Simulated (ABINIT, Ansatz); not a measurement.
# A GW run on BaIBr (Pnma) in ABINIT, with inputs changed

Aim: change inputs of a GW run on BaIBr (Pnma) and see what moves.

Method: PBEsol and many-body steps on it, plane waves, in ABINIT 10.8.3.

Most raw output is cut from this account.

**1. Starting point**

The structure is orthorhombic, space group Pnma (No. 62). Conventional cell: a = 8.814 Å, b = 5.124 Å, c = 10.192 Å, α = 90.00°, β = 90.00°, γ = 90.00°. Nearest to Ba lie 4 Br at 3.31 to 3.34 Å and 5 I at 3.67 to 3.76 Å. Nearest to I lie 5 Ba at 3.67 to 3.76 Å. Nearest to Br lie 4 Ba at 3.31 to 3.34 Å. Farther neighbours and most contacts between anions are not listed.

The cell and positions are those that the Materials Project relaxed with its own functionals (PBE, PBE+U or r2SCAN), kept fixed. Spin-orbit coupling is left out unless a step names it.

**2. Screening, 2×2×1 mesh, 199 bands, screening to 98 eV**

This step: ABINIT 10.8.3; RPA screening on PBEsol, plane waves, norm-conserving pseudopotentials.

The RPA dielectric matrix is built and inverted for each q.

run.abi

```
acell 3*1.0 Angstrom
rprim 
  8.814460390000 0.000000000000 0.000000000000
  0.000000000000 5.124291030000 0.000000000000
  0.000000000000 0.000000000000 10.191678390000
ntypat 3
znucl 56 53 35
natom 12
typat 1 1 1 1 2 2 2 2 3 3 3 3
xred 
  0.728824540000 0.250000000000 0.375137030000
  0.271175460000 0.750000000000 0.624862970000
  0.771175460000 0.750000000000 0.875137030000
  0.228824540000 0.250000000000 0.124862970000
  0.471610560000 0.250000000000 0.831776550000
  0.528389440000 0.750000000000 0.168223450000
  0.028389440000 0.750000000000 0.331776550000
  0.971610560000 0.250000000000 0.668223450000
  0.856471900000 0.250000000000 0.066685850000
  0.143528100000 0.750000000000 0.933314150000
  0.643528100000 0.750000000000 0.566685850000
  0.356471900000 0.250000000000 0.433314150000
pp_dirpath "pseudos"
pseudos "Ba.upf, I.upf, Br.upf"
ecut 31
ngkpt 2 2 1
nshiftk 1
shiftk 0 0 0
kptopt 1
chksymbreak 0
istwfk *1
occopt 1
irdwfk 1
optdriver 3
nband 199
ecuteps 3.6
inclvkb 2
awtr 1
symchi 1
indata_prefix "in"
outdata_prefix "out"
tmpdata_prefix "tmp"
```

On the command line:

```
$ OMP_NUM_THREADS=1 mpirun -n 8 abinit run.abi > log
```

Run time: 6.6 min. Hardware: 8 MPI ranks of Arm Neoverse N1, shared host; peak memory 9.5 GiB; 53 min of CPU time.

Numbers from this step:

* ε∞ with local fields, on this mesh, along the program's q direction: 4.088
* the same without local fields: 4.834
* plasma frequency: 16.96 eV
* plane waves in the screening matrix: 999

Local fields lower ε∞ by 15 %. On a Γ-centred mesh this coarse the value itself is usually too large, while a short band sum pulls it down.

**3. Base**

The self-energy is evaluated for the states that the input lists, and the levels follow from it, in one-shot runs by the linearised quasiparticle equation.

This step: G0W0 on PBEsol, plane waves, norm-conserving pseudopotentials.

Changes to run.abi since step 2:

```diff
@@ -33,8 +33,15 @@
 irdwfk 1
-optdriver 3
+optdriver 4
 nband 199
+gwcalctyp 0
+ecutsigx 31
+symsigma 1
+nkptgw 1
+kptgw 
+  0.0000000000 0.0000000000 0.0000000000
+bdgw 
+  47 50
 ecuteps 3.6
-inclvkb 2
-awtr 1
-symchi 1
+irdscr 1
+ppmodel 1
 indata_prefix "in"
```

Wall time 43 s (8 MPI ranks); peak memory 5.5 GiB; 5.7 min of CPU time.

This step gave:

```yaml
g0w0_gap_on_the_points_computed: 4.974 eV
starting_gap_on_the_mesh: 3.423 eV
k_of_the_valence_top: 0, 0, 0
k_of_the_conduction_bottom: 0, 0, 0
z_at_the_valence_top: 0.824
z_at_the_conduction_bottom: 0.838
least_direct_g0w0_gap_on_the_computed_points: 4.974 eV
```

The gap on the mesh goes from 3.42 eV to 4.97 eV, a correction of +1.55 eV.

**4. Exchange cutoff**

Changes to run.abi since step 3:

```diff
@@ -36,3 +36,3 @@
 gwcalctyp 0
-ecutsigx 31
+ecutsigx 9.3
 symsigma 1
```

The job ended after 46 s (8 MPI ranks; peak memory 5.4 GiB; 6.1 min of CPU time).

Numbers from this step:

| Quantity | Value |
| --- | --- |
| G0W0 gap on the points computed | 4.974 eV |
| starting gap on the mesh | 3.423 eV |
| k of the valence top | 0, 0, 0 |
| k of the conduction bottom | 0, 0, 0 |
| Z at the valence top | 0.824 |
| Z at the conduction bottom | 0.838 |
| least direct G0W0 gap on the computed points | 4.974 eV |

**5. Point off the mesh**

Changes to run.abi since step 4:

```diff
@@ -36,3 +36,3 @@
 gwcalctyp 0
-ecutsigx 9.3
+ecutsigx 31
 symsigma 1
@@ -40,5 +40,5 @@
 kptgw 
-  0.0000000000 0.0000000000 0.0000000000
+  0.137 0.291 0
 bdgw 
-  47 50
+  48 49
 ecuteps 3.6
```

It took 5.6 s on 8 MPI ranks; peak memory 0.37 GiB.

The run stopped with an error after 5.6 s.

The program's words: k-point [ 1.3700E-01,  2.9100E-01,  0.0000E+00]  not in the list of k points treated in the preparatory SCF run. Change kptgw, or shiftk of previous run.

The fault put into this input: point off the mesh.

**6. The runs together**

Times are wall times on 8 MPI ranks of Arm Neoverse N1, shared host, good to a factor of about two. A run's time includes the screening step that it read.

| run | mesh | bands | screening cutoff (eV) | DFT gap (eV) | gap on the mesh (eV) | direct (eV) | ε∞ used | time |
| --- | --- | --- | --- | --- | --- | --- | --- | --- |
| base | 2×2×1 | 199 | 98 | 3.423 | 4.974 | 4.974 | 4.09 | 7.3 min |
| exchange cutoff | 2×2×1 | 199 | 98 | 3.423 | 4.974 | 4.974 | 4.09 | 7.4 min |

**7. Outcome**

```yaml
base: 4.974 eV
exchange_cutoff: 4.974 eV
known_limits: not at the basis limit; no spin-orbit coupling; coarse k mesh
```

What this shows: Exchange cutoff: no change against base (keys changed: ecutsigx). Bands and cutoff are finite, so the gap is not at the basis limit. The miss can reach some tenths of an eV and take either sign; the mesh is an error of its own. In the G0W0 runs levels were corrected at 1 k point alone, so a gap called «on the mesh» is the least over those, and an edge elsewhere would be missed. The 2×2×1 mesh is coarse for this cell, which bears on the long-range parts of exchange and screening. The many-body steps are scalar-relativistic: spin-orbit coupling is not in them.

[Paths, hosts, dates, memory and timing lines, banners, echoed tables and standing remarks are left out of the program output.]

[Logs are printed without paths, hosts, clocks, repeated set-up lines and the standing remarks that a program may print on its own settings, such as how far it seeks lower states.]

[Runs of the session that timed out or met a known fault of the program may be left out.]

[Hosts, paths, dates, database ids (printed as entryN), source tags and the programs' standing remarks are cut or masked in the printed files.]

[G0W0 gaps are taken among the corrected bands and points alone; a level outside them can change the order at an edge.]

[Where Ansatz stands beside ABINIT at settings called matched, ABINIT's density can come from a denser mesh and the files from another edition; pairs whose starting gaps differed by over 0.03 eV were left out, so agreement reads better than it is.]
